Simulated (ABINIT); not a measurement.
# CdF2 (Fm-3m): G0W0 with ABINIT, start to end

How does a plane-wave GW calculation on CdF2 (Fm-3m) run from the first input to the gap?

Method: PBE and many-body steps on it, plane waves, in ABINIT 10.8.3.

### 1. The starting structure

It takes space group Fm-3m (No. 225, cubic). The conventional cell has a = 5.388 Å, b = 5.388 Å, c = 5.388 Å, α = 90.00°, β = 90.00°, γ = 90.00°. Nearest to Cd lie 8 F at 2.33 Å. F has 4 Cd at 2.33 Å nearest. Farther neighbours, and contacts between anions beyond the nearest, are not listed.

The cell and positions come from the Crystallography Open Database and are kept as given unless a step says otherwise.

### 2. Ground state

This step: ABINIT 10.8.3; DFT, PBE with spin-orbit coupling, plane waves, norm-conserving pseudopotentials.

The ground-state density comes first.

File run.abi:

```
acell 3*1.0 Angstrom
rprim 
  0.000000000000 2.694000000000 2.694000000000
  2.694000000000 -0.000000000000 2.694000000000
  2.694000000000 2.694000000000 -0.000000000000
ntypat 2
znucl 48 9
natom 3
typat 1 2 2
xred 
  0.000000000000 0.000000000000 0.000000000000
  0.250000000000 0.250000000000 0.250000000000
  0.750000000000 0.750000000000 0.750000000000
pp_dirpath "pseudos"
pseudos "Cd.upf, F.upf"
ecut 47
nspinor 2
ngkpt 6 6 6
nshiftk 1
shiftk 0 0 0
kptopt 1
chksymbreak 0
nband 44
occopt 1
tolvrs 1e-10
nstep 60
prtwf 0
optforces 0
optstress 0
indata_prefix "in"
outdata_prefix "out"
tmpdata_prefix "tmp"
```

The run is started by

```console
> OMP_NUM_THREADS=1 mpirun -n 8 abinit run.abi > log
```

Output:

```text
.Version 10.8.3 of ABINIT. v10.8.2 released Aug 2026.

 Symmetries : space group Fm -3 m (#225); Bravais cF (face-center cubic)
================================================================================
 Values of the parameters that define the memory need of the present run
     intxc =       0    ionmov =       0      iscf =       7    lmnmax =      18
     lnmax =      18     mgfft =      48  mpssoang =       5    mqgrid =    3001
     natom =       3  nloc_mem =       1    nspden =       1   nspinor =       2
    nsppol =       1      nsym =      48    n1xccc =    2501    ntypat =       2
    occopt =       1   xclevel =       2
-    mband =          44        mffmem =           1         mkmem =           2
       mpw =        4092          nfft =      110592          nkpt =          16
================================================================================
  Rough estimation (10% accuracy) of disk space for files :
================================================================================

--------------------------------------------------------------------------------
------------- Echo of variables that govern the present computation ------------
--------------------------------------------------------------------------------
 -outvars: echo values of preprocessed input variables --------
            acell      1.8897261259E+00  1.8897261259E+00  1.8897261259E+00 Bohr

      chksymbreak           0
             ecut      4.70000000E+01 Hartree
-          fftalg         312

              ixc     -101130
              kpt      0.00000000E+00  0.00000000E+00  0.00000000E+00
                       1.66666667E-01  0.00000000E+00  0.00000000E+00
                       3.33333333E-01  0.00000000E+00  0.00000000E+00
                       5.00000000E-01  0.00000000E+00  0.00000000E+00
                       1.66666667E-01  1.66666667E-01  0.00000000E+00
                       3.33333333E-01  1.66666667E-01  0.00000000E+00
                       5.00000000E-01  1.66666667E-01  0.00000000E+00
                      -3.33333333E-01  1.66666667E-01  0.00000000E+00
                      -1.66666667E-01  1.66666667E-01  0.00000000E+00
   [... 5 further rows ...]
                      -3.33333333E-01  3.33333333E-01  1.66666667E-01
                      -3.33333333E-01  5.00000000E-01  1.66666667E-01
         kptrlatt        6    0    0      0    6    0      0    0    6
          kptrlen      4.31979072E+01
P           mkmem           2
            natom           3
            nband          44
            ngfft          48      48      48
             nkpt          16
          nspinor           2
            nstep          60
             nsym          48
           ntypat           2
              occ      1.000000  1.000000  1.000000  1.000000  1.000000  1.000000
                       1.000000  1.000000  1.000000  1.000000  1.000000  1.000000
                       1.000000  1.000000  1.000000  1.000000  1.000000  1.000000
                       1.000000  1.000000  1.000000  1.000000  1.000000  1.000000
                       1.000000  1.000000  1.000000  1.000000  1.000000  1.000000
                       1.000000  1.000000  1.000000  1.000000  0.000000  0.000000
                       0.000000  0.000000  0.000000  0.000000  0.000000  0.000000
                       0.000000  0.000000
        optforces           0
        optstress           0
            prtwf           0
            rprim      0.0000000000E+00  2.6940000000E+00  2.6940000000E+00
[...]
spgroup         225

           tolvrs      1.00000000E-10

             xred      0.0000000000E+00  0.0000000000E+00  0.0000000000E+00
[...]
znucl       48.00000    9.00000

================================================================================

 chkinp: Checking input parameters for consistency.

================================================================================
== DATASET  1 ==================================================================
-   mpi_nproc: 8, omp_nthreads: 1 (-1 if OMP is not activated)

--- !DatasetInfo
iteration_state: {dtset: 1, }
dimensions: {natom: 3, nkpt: 16, mband: 44, nsppol: 1, nspinor: 2, nspden: 1, mpw: 4092, }
cutoff_energies: {ecut:  47.0, pawecutdg:  -1.0, }
electrons: {nelect:   3.40000000E+01, charge:   0.00000000E+00, occopt:   1.00000000E+00, tsmear:   1.00000000E-02, }

 Real(R)+Recip(G) space primitive vectors, cartesian coordinates (Bohr,Bohr^-1):
 R(1)=  0.0000000  5.0909222  5.0909222  G(1)= -0.0982140  0.0982140  0.0982140
 R(2)=  5.0909222  0.0000000  5.0909222  G(2)=  0.0982140 -0.0982140  0.0982140
 R(3)=  5.0909222  5.0909222  0.0000000  G(3)=  0.0982140  0.0982140 -0.0982140
 Unit cell volume ucvol=  2.6388784E+02 bohr^3
 Angles (23,13,12)=  6.00000000E+01  6.00000000E+01  6.00000000E+01 degrees

 getcut: wavevector=  0.0000  0.0000  0.0000  ngfft=  48  48  48
         ecut(hartree)=     47.000   => boxcut(ratio)=   2.16031

--- Pseudopotential description ------------------------------------------------
- Cd Generated using ONCVPSP code by D. R. Hamann
- 48.00000  20.00000  180423                  znucl, zion, pspdat
12 -101130 2 -1 1368                          pspcod,pspxc,lmax,lloc,mmax
     nproj     2     4     4     0
     spin-orbit psp
        nprojso     4     4     0
  pspatm : epsatm=   23.18602207
         --- l  ekb(1:nproj) -->
[...]
1    9.657145    1.519289    0.012856    0.000063
             2    1.541456   -0.655918    0.017961   -0.000027
  spin-orbit 1   -3.801853    0.411142    0.019680   -0.001553
  spin-orbit 2   -1.207204    0.051413    0.008713   -0.000403
 pspatm: atomic psp has been read  and splines computed

- F Generated using ONCVPSP code by D. R. Hamann
-  9.00000   7.00000  180423                  znucl, zion, pspdat
12 -101130 2 -1 832                           pspcod,pspxc,lmax,lloc,mmax
     nproj     2     2     2     0
     spin-orbit psp
        nprojso     3     2     0
  pspatm : epsatm=    4.87862678
         --- l  ekb(1:nproj) -->
[...]
spin-orbit 1    0.008185    0.003003   -0.000071
  spin-orbit 2   -0.008568    0.000210
 pspatm: atomic psp has been read  and splines computed

   1.12007137E+03                                ecore*ucvol(ha*bohr**3)
--------------------------------------------------------------------------------

_setup2: Arith. and geom. avg. npw (full set) are    4061.921    4061.898

================================================================================

--- !BeginCycle
iteration_state: {dtset: 1, }
solver: {iscf: 7, nstep: 60, nline: 4, wfoptalg: 0, }
tolerances: {tolvrs: 1.00E-10, }

     iter   Etot(hartree)      deltaE(h)  residm     vres2
 ETOT  1  -223.67704885799    -2.237E+02 2.371E+00 1.342E+03
 ETOT  2  -224.48612740587    -8.091E-01 1.781E-01 1.566E+03
 ETOT  3  -224.67850464755    -1.924E-01 1.055E-02 3.939E+01
 ETOT  4  -224.68245118034    -3.947E-03 1.217E-03 1.511E+01
 ETOT  5  -224.68302278565    -5.716E-04 8.757E-04 3.882E+00
 ETOT  6  -224.68364472174    -6.219E-04 4.052E-03 2.472E-02
 ETOT  7  -224.68364730059    -2.579E-06 5.163E-04 7.421E-04
 ETOT  8  -224.68364724441     5.618E-08 1.222E-03 7.019E-04
 ETOT  9  -224.68364733643    -9.203E-08 1.719E-04 7.627E-07
 ETOT 10  -224.68364733657    -1.341E-10 3.159E-04 1.679E-08
 ETOT 11  -224.68364733655     1.569E-11 1.834E-04 2.064E-10
 ETOT 12  -224.68364733658    -2.535E-11 4.214E-04 8.847E-13

 At SCF step   12       vres2   =  8.85E-13 < tolvrs=  1.00E-10 =>converged.

--- !ResultsGS
iteration_state: {dtset: 1, }
comment   : Summary of ground state results
lattice_vectors:
- [  0.0000000,   5.0909222,   5.0909222, ]
- [  5.0909222,  -0.0000000,   5.0909222, ]
- [  5.0909222,   5.0909222,  -0.0000000, ]
lattice_lengths: [   7.19965,    7.19965,    7.19965, ]
lattice_angles: [ 60.000,  60.000,  60.000, ] # degrees, (23, 13, 12)
lattice_volume:   2.6388784E+02
convergence: {deltae: -2.535E-11, res2:  8.847E-13, residm:  4.214E-04, diffor:  0.000E+00, }
etotal    :  -2.24683647E+02
entropy   :   0.00000000E+00
fermie    :   1.14842531E-01
cartesian_stress_tensor: null
pressure_GPa: null
xred      :
- [  0.0000E+00,   0.0000E+00,   0.0000E+00, Cd]
- [  2.5000E-01,   2.5000E-01,   2.5000E-01,  F]
- [  7.5000E-01,   7.5000E-01,   7.5000E-01,  F]
cartesian_forces: null
force_length_stats: {min: null, max: null, mean: null, }

 Integrated electronic density in atomic spheres:
 ------------------------------------------------
 Atom  Sphere_radius  Integrated_density
[...]
2        2.00000          7.04098073
    3        2.00000          7.04098073
================================================================================

 ----iterations are completed or convergence reached----

 Mean square residual over all n,k,spin=   10.082E-07; max=  42.137E-05
 reduced coordinates (array xred) for    3 atoms
       0.000000      0.000000      0.000000
       0.250000      0.250000      0.250000
       0.750000      0.750000      0.750000
 rms dE/dt=  0.0000E+00; max dE/dt=  0.0000E+00; dE/dt below (all hartree)
    1       0.000000      0.000000      0.000000
    2       0.000000      0.000000      0.000000
    3       0.000000      0.000000      0.000000

 cartesian coordinates (angstrom) at end:
    1      0.000000     0.000000     0.000000
    2      1.347000     1.347000     1.347000
    3      4.041000     4.041000     4.041000
 length scales=  1.889726  1.889726  1.889726 bohr
              =  1.000000  1.000000  1.000000 angstroms
 prteigrs : about to open file out_EIG
 Fermi (or HOMO) energy (hartree) =   0.11484   Average Vxc (hartree)=  -0.39125
 Eigenvalues (hartree) for nkpt=  16  k points:
 kpt#   1, nband= 44, wtk=  0.00463, kpt=  0.0000  0.0000  0.0000 (reduced coord)
  -3.49959   -3.49959   -2.21838   -2.21838   -2.00504   -2.00504   -2.00504   -2.00504
  -0.64656   -0.64656   -0.60611   -0.60611   -0.09528   -0.09528   -0.09528   -0.09528
  -0.08395   -0.08395   -0.04416   -0.04416   -0.04416   -0.04416    0.07753    0.07753
   0.08059    0.08059    0.08059    0.08059    0.09626    0.09626    0.09626    0.09626
   0.10032    0.10032    0.23021    0.23021    0.56863    0.56863    0.59038    0.59038
   0.59038    0.59038    0.76560    0.76560
 prteigrs : prtvol=0 or 1, do not print more k-points.

--- !EnergyTerms
iteration_state     : {dtset: 1, }
comment             : Components of total free energy in Hartree
kinetic             :  9.417169E+01
hartree             :  6.591064E+01
xc                  : -3.537012E+01
Ewald energy        : -1.394217E+02
psp_core            :  4.244498E+00
local_psp           : -2.132059E+02
non_local_psp       : -1.012840E+00
total_energy        : -2.246836E+02
total_energy_eV     : -6.113954E+03
band_energy         : -2.180086E+01

== END DATASET(S) ==============================================================
================================================================================

 -outvars: echo values of variables after computation  --------
           etotal     -2.2468364734E+02
            nband          44
             nkpt          16
          spgroup         225
 [... the other variables as echoed above ...]

 Calculation completed.
```

The job ended after 95 s (8 MPI ranks of Arm Neoverse N1, shared host; peak memory 0.75 GiB; 13 min of CPU time).

Read from the output:

```yaml
total_energy: -6113.9535 eV
gap: 3.139 eV
k_of_the_valence_top: -0.3333, 0.5, 0.1667
k_of_the_conduction_bottom: 0, 0, 0
least_direct_gap: 3.534 eV
```

The gap is indirect, with the least direct gap 0.40 eV higher.

### 3. Bands along the symmetry lines

Levels along a band path, at the cheap level, show where the edges lie and whether the meshes to come will hold them.

File run.abi:

```
acell 3*1.0 Angstrom
rprim 
  0.000000000000 2.694000000000 2.694000000000
  2.694000000000 -0.000000000000 2.694000000000
  2.694000000000 2.694000000000 -0.000000000000
ntypat 2
znucl 48 9
natom 3
typat 1 2 2
xred 
  0.000000000000 0.000000000000 0.000000000000
  0.250000000000 0.250000000000 0.250000000000
  0.750000000000 0.750000000000 0.750000000000
pp_dirpath "pseudos"
pseudos "Cd.upf, F.upf"
ecut 47
nspinor 2
iscf -2
irdden 1
kptopt 0
nkpt 26
kpt 
  0.00000000 0.00000000 0.00000000
  0.12500000 0.00000000 0.12500000
  0.25000000 0.00000000 0.25000000
  0.37500000 0.00000000 0.37500000
  0.50000000 0.00000000 0.50000000
  0.53125000 0.06250000 0.53125000
  0.56250000 0.12500000 0.56250000
  0.59375000 0.18750000 0.59375000
  0.62500000 0.25000000 0.62500000
  0.37500000 0.37500000 0.75000000
  0.28125000 0.28125000 0.56250000
  0.18750000 0.18750000 0.37500000
  0.09375000 0.09375000 0.18750000
  0.00000000 0.00000000 0.00000000
  0.12500000 0.12500000 0.12500000
  0.25000000 0.25000000 0.25000000
  0.37500000 0.37500000 0.37500000
  0.50000000 0.50000000 0.50000000
  0.50000000 0.43750000 0.56250000
  0.50000000 0.37500000 0.62500000
  0.50000000 0.31250000 0.68750000
  0.50000000 0.25000000 0.75000000
  0.50000000 0.18750000 0.68750000
  0.50000000 0.12500000 0.62500000
  0.50000000 0.06250000 0.56250000
  0.50000000 0.00000000 0.50000000
istwfk *1
nband 50
nbdbuf 6
tolwfr 1e-08
nstep 40
prtwf 0
prtvol 0
indata_prefix "in"
outdata_prefix "out"
tmpdata_prefix "tmp"
```

Output:

```text
.Version 10.8.3 of ABINIT. v10.8.2 released Aug 2026.

 Symmetries : space group Fm -3 m (#225); Bravais cF (face-center cubic)
[... echo of the input left out ...]
== DATASET  1 ==================================================================
-   mpi_nproc: 8, omp_nthreads: 1 (-1 if OMP is not activated)

--- !DatasetInfo
iteration_state: {dtset: 1, }
dimensions: {natom: 3, nkpt: 26, mband: 50, nsppol: 1, nspinor: 2, nspden: 1, mpw: 4092, }
cutoff_energies: {ecut:  47.0, pawecutdg:  -1.0, }
electrons: {nelect:   3.40000000E+01, charge:   0.00000000E+00, occopt:   1.00000000E+00, tsmear:   1.00000000E-02, }

 Real(R)+Recip(G) space primitive vectors, cartesian coordinates (Bohr,Bohr^-1):
 R(1)=  0.0000000  5.0909222  5.0909222  G(1)= -0.0982140  0.0982140  0.0982140
 R(2)=  5.0909222  0.0000000  5.0909222  G(2)=  0.0982140 -0.0982140  0.0982140
 R(3)=  5.0909222  5.0909222  0.0000000  G(3)=  0.0982140  0.0982140 -0.0982140
 Unit cell volume ucvol=  2.6388784E+02 bohr^3
 Angles (23,13,12)=  6.00000000E+01  6.00000000E+01  6.00000000E+01 degrees

 getcut: wavevector=  0.0000  0.0000  0.0000  ngfft=  48  48  48
         ecut(hartree)=     47.000   => boxcut(ratio)=   2.16031

--- Pseudopotential description ------------------------------------------------
- Cd Generated using ONCVPSP code by D. R. Hamann
- 48.00000  20.00000  180423                  znucl, zion, pspdat
12 -101130 2 -1 1368                          pspcod,pspxc,lmax,lloc,mmax
     nproj     2     4     4     0
     spin-orbit psp
        nprojso     4     4     0
  pspatm : epsatm=   23.18602207
         --- l  ekb(1:nproj) -->
             0    3.484518   49.532866
             1    9.657145    1.519289    0.012856    0.000063
             2    1.541456   -0.655918    0.017961   -0.000027
  spin-orbit 1   -3.801853    0.411142    0.019680   -0.001553
  spin-orbit 2   -1.207204    0.051413    0.008713   -0.000403
 pspatm: atomic psp has been read  and splines computed

- F Generated using ONCVPSP code by D. R. Hamann
-  9.00000   7.00000  180423                  znucl, zion, pspdat
12 -101130 2 -1 832                           pspcod,pspxc,lmax,lloc,mmax
     nproj     2     2     2     0
     spin-orbit psp
        nprojso     3     2     0
  pspatm : epsatm=    4.87862678
         --- l  ekb(1:nproj) -->
             0    1.070104    6.519527
             1   -3.955496   -1.291891
[...]
spin-orbit 1    0.008185    0.003003   -0.000071
  spin-orbit 2   -0.008568    0.000210
 pspatm: atomic psp has been read  and splines computed

--------------------------------------------------------------------------------

================================================================================
 prteigrs : about to open file out_EIG
 Non-SCF case, kpt    1 (  0.00000  0.00000  0.00000), residuals and eigenvalues=
[...]
1.33E-03  3.64E-03
[...]
Non-SCF case, kpt    3 (  0.25000  0.00000  0.25000), residuals and eigenvalues=
[...]
Non-SCF case, kpt   25 (  0.50000  0.06250  0.56250), residuals and eigenvalues=
[...]
Non-SCF case, kpt   26 (  0.50000  0.00000  0.50000), residuals and eigenvalues=
[...]
4.7143E-01  4.7143E-01  5.5506E-01  5.5506E-01  6.3488E-01  6.3488E-01
  6.4626E-01  6.4626E-01  8.3192E-01  8.3192E-01  8.9013E-01  8.9013E-01
[...]
--- !ResultsGS
iteration_state: {dtset: 1, }
comment   : Summary of ground state results
lattice_vectors:
- [  0.0000000,   5.0909222,   5.0909222, ]
- [  5.0909222,  -0.0000000,   5.0909222, ]
- [  5.0909222,   5.0909222,  -0.0000000, ]
lattice_lengths: [   7.19965,    7.19965,    7.19965, ]
lattice_angles: [ 60.000,  60.000,  60.000, ] # degrees, (23, 13, 12)
lattice_volume:   2.6388784E+02
convergence: {deltae:  0.000E+00, res2:  0.000E+00, residm:  9.972E-09, diffor:  0.000E+00, }
etotal    :  -2.24683647E+02
entropy   :   0.00000000E+00
fermie    :   1.14842531E-01
cartesian_stress_tensor: null
pressure_GPa: null
xred      :
- [  0.0000E+00,   0.0000E+00,   0.0000E+00, Cd]
- [  2.5000E-01,   2.5000E-01,   2.5000E-01,  F]
- [  7.5000E-01,   7.5000E-01,   7.5000E-01,  F]
cartesian_forces: null
force_length_stats: {min: null, max: null, mean: null, }

 Integrated electronic density in atomic spheres:
 ------------------------------------------------
 Atom  Sphere_radius  Integrated_density
[...]
================================================================================

 ----iterations are completed or convergence reached----

 Mean square residual over all n,k,spin=   45.296E-10; max=  99.724E-10
 reduced coordinates (array xred) for    3 atoms
[...]
0.250000      0.250000      0.250000
       0.750000      0.750000      0.750000

 cartesian coordinates (angstrom) at end:
    1      0.000000     0.000000     0.000000
    2      1.347000     1.347000     1.347000
    3      4.041000     4.041000     4.041000
 length scales=  1.889726  1.889726  1.889726 bohr
              =  1.000000  1.000000  1.000000 angstroms
 prteigrs : about to open file out_EIG
 Eigenvalues (hartree) for nkpt=  26  k points:
 kpt#   1, nband= 50, wtk=  1.00000, kpt=  0.0000  0.0000  0.0000 (reduced coord)
[...]
kpt#   2, nband= 50, wtk=  1.00000, kpt=  0.1250  0.0000  0.1250 (reduced coord)
[...]
kpt#   3, nband= 50, wtk=  1.00000, kpt=  0.2500  0.0000  0.2500 (reduced coord)
[...]
kpt#  25, nband= 50, wtk=  1.00000, kpt=  0.5000  0.0625  0.5625 (reduced coord)
[...]
0.93835    0.93920
 kpt#  26, nband= 50, wtk=  1.00000, kpt=  0.5000  0.0000  0.5000 (reduced coord)
[...]
0.11371    0.11371    0.41083    0.41083    0.47143    0.47143    0.55506    0.55506
   0.63488    0.63488    0.64626    0.64626    0.83192    0.83192    0.89013    0.89013
   0.96066    0.96376

== END DATASET(S) ==============================================================
================================================================================

 -outvars: echo values of variables after computation  --------
            nband          50
             nkpt          26
          spgroup         225
 [... the other variables as echoed above ...]

 Calculation completed.
```

The job ended after 88 s (8 MPI ranks; peak memory 0.71 GiB).

Numbers from this step:

```
gap                        : 3.120 eV
k of the valence top       : 0.5, 0.25, 0.75
k of the conduction bottom : 0, 0, 0
least direct gap           : 3.534 eV
```

The gap is 3.120 eV, −0.019 eV from the run before at this level.

The electronic bands at the labelled points (eV, zero at the top of the highest filled band):

```tsv
point	band 31	band 32	band 33	band 34	band 35	band 36	band 37	band 38
Γ	-0.52	-0.52	-0.41	-0.41	3.12	3.12	12.33	12.33
halfway	-0.35	-0.35	-0.27	-0.27	5.33	5.33	10.67	10.67
X	-0.13	-0.13	-0.05	-0.05	8.04	8.04	9.68	9.68
halfway	-0.25	-0.25	-0.11	-0.11	8.05	8.05	9.98	9.98
U	-0.35	-0.35	-0.19	-0.19	7.99	7.99	10.75	10.75
jump to K	-0.35	-0.35	-0.19	-0.19	7.99	7.99	10.75	10.75
halfway	-0.45	-0.45	-0.39	-0.39	5.62	5.62	10.67	10.67
Γ	-0.52	-0.52	-0.41	-0.41	3.12	3.12	12.33	12.33
halfway	-0.49	-0.49	-0.39	-0.39	4.99	4.99	10.82	10.82
L	-0.45	-0.45	-0.33	-0.33	7.20	7.20	9.17	9.17
halfway	-0.47	-0.47	-0.23	-0.23	7.58	7.58	9.85	9.85
W	-0.60	-0.60	0.00	0.00	8.10	8.10	11.47	11.47
halfway	-0.53	-0.53	-0.04	-0.04	8.07	8.07	10.27	10.27
X	-0.13	-0.13	-0.05	-0.05	8.04	8.04	9.68	9.68
```

(Part 1 of 2 ends here.)

[Long decimals in the printed logs are rounded to 6 places.]

[Logs are printed without paths, hosts, clocks, repeated set-up lines and the standing remarks that a program may print on its own settings, such as how far it seeks lower states.]

[Paths, hosts, dates, memory and timing lines, banners, echoed tables and standing remarks are left out of the program output; an Ansatz launch command may be rebuilt from the run's recorded settings. Measured values are a selection of at most five: reports struck by readers or far from the other reports are left out. None is set beside runs whose start may be inverted or whose files or cutoffs have a known fault.]

[Runs of the session that timed out or met a known fault of the program may be left out.]

[Hosts, paths, dates, database ids (printed as entryN), source tags and the programs' standing remarks are cut or masked in the printed files.]

[G0W0 gaps are taken among the corrected bands and points alone; a level outside them can change the order at an edge.]

[Where Ansatz stands beside ABINIT at settings called matched, ABINIT's density can come from a denser mesh and the files from another edition; pairs whose starting gaps differed by over 0.03 eV were left out, so agreement reads better than it is.]
